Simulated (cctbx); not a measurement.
# Accept or mend?

Cell a = 4.5080 Å, b = 10.5490 Å, c = 13.9050 Å, α = 90.00°, β = 90.00°, γ = 90.00°; space group Cmcm (no. 63).

The data are simulated with cctbx, not measured: Mo Kα, λ = 0.71073 Å, to d = 0.6 Å, 50 % of the full sphere, strongest reflection 5000 counts, noise from counting, a 4 % proportional error and a noise floor of 8 counts (s.d.); no absorption.

An anisotropic refinement with weights 1/σ² prints:

```text
Rint 0.097, 892 unique reflections to 0.60 A
cycle     R1     wR2    GooF  max shift (A)
   1  0.4097  0.6779   7.709   0.03815
   8  0.3775  0.6501   7.393   0.00030
final R1 0.3775 wR2 0.6501 GooF 7.393  parameters 20  data/parameter 44.6
atom        x        y        z      Ueq    occ   su(xyz)  su(Uiso or U11)
Pt1    0.00000  0.08311  0.90385   0.0090  1.000  0.00059  0.0021
Nd1    0.00000  0.49624  0.75000   0.0042  1.000  0.00119  0.0041
Nd2    0.50000  0.29110  0.90698   0.0115  1.000  0.00089  0.0031
Sn1    0.50000  0.00000  0.00000   0.0258  1.000  0.00000  0.0090
difference map: max 341.99 min -97.38 rms 11.87
Q1    0.0000  0.2045  0.7500    4  346.84  2.49 A from Pt1
Q2    0.0000  0.0722  0.2500    4   89.89  2.37 A from Nd1
Q3    0.0000  0.1903  0.1026    8   89.70  0.24 A from Nd2
Q4    0.0000  0.3438  0.2500    4   86.12  1.69 A from Nd1
Q5    0.0000  0.0758  0.6061    8   84.41  0.16 A from Pt1
Q6    0.0000  0.2129  0.9983    8   81.07  1.32 A from Nd2
```

**Question.** Can this result stand? If not, what is the likely fault?

Mend it. The fault: an atom left out, Pt at (0, 0.2048, 3/4). Against the right model at the same level, R1 goes from 0.0425 to 0.3775 and GooF from 0.93 to 7.39 and the top difference peak, 346.8 e/Å³, lies 2.49 Å from Pt1. Q1 is the missing atom. With scattering power missing, scale and phases suffer, so peaks may also grow on the heavy atoms.

The compound is Nd3SnPt3. The right model at the same level gives:

```text
Rint 0.097, 892 unique reflections to 0.60 A
cycle     R1     wR2    GooF  max shift (A)
   1  0.0504  0.0966   1.101   0.00071
   2  0.0425  0.0818   0.932   0.00000
final R1 0.0425 wR2 0.0818 GooF 0.932  parameters 24  data/parameter 37.2
atom        x        y        z      Ueq    occ   su(xyz)  su(Uiso or U11)
Pt1    0.00000  0.20487  0.75000   0.0144  1.000  0.00011  0.0004
Pt2    0.00000  0.08204  0.90168   0.0135  1.000  0.00007  0.0002
Nd1    0.00000  0.49631  0.75000   0.0131  1.000  0.00015  0.0006
Nd2    0.50000  0.29113  0.90179   0.0144  1.000  0.00010  0.0004
Sn1    0.50000  0.00000  0.00000   0.0159  1.000  0.00000  0.0008
difference map: max 11.39 min -8.54 rms 1.80
Q1    0.0000  0.3562  0.2500    4   11.66  1.56 A from Nd1
Q2    0.0000  0.1897  0.1215    8    7.91  0.38 A from Nd2
Q3    0.0000  0.4791  0.6136    8    7.46  1.60 A from Sn1
Q4    0.0000  0.2932  0.0306    8    6.95  1.29 A from Nd2
Q5    0.2214  0.9945  0.2063   16    6.40  1.40 A from Nd1
Q6    0.0000  0.4800  0.5302    8    6.27  0.47 A from Sn1
```

This is a model crystal, built by substitution and not relaxed, with assumed displacement parameters.

[Middle refinement cycles are left out of these outputs.]

[Logs are printed without paths, hosts, clocks, repeated set-up lines and the standing remarks that a program may print on its own settings, such as how far it seeks lower states.]
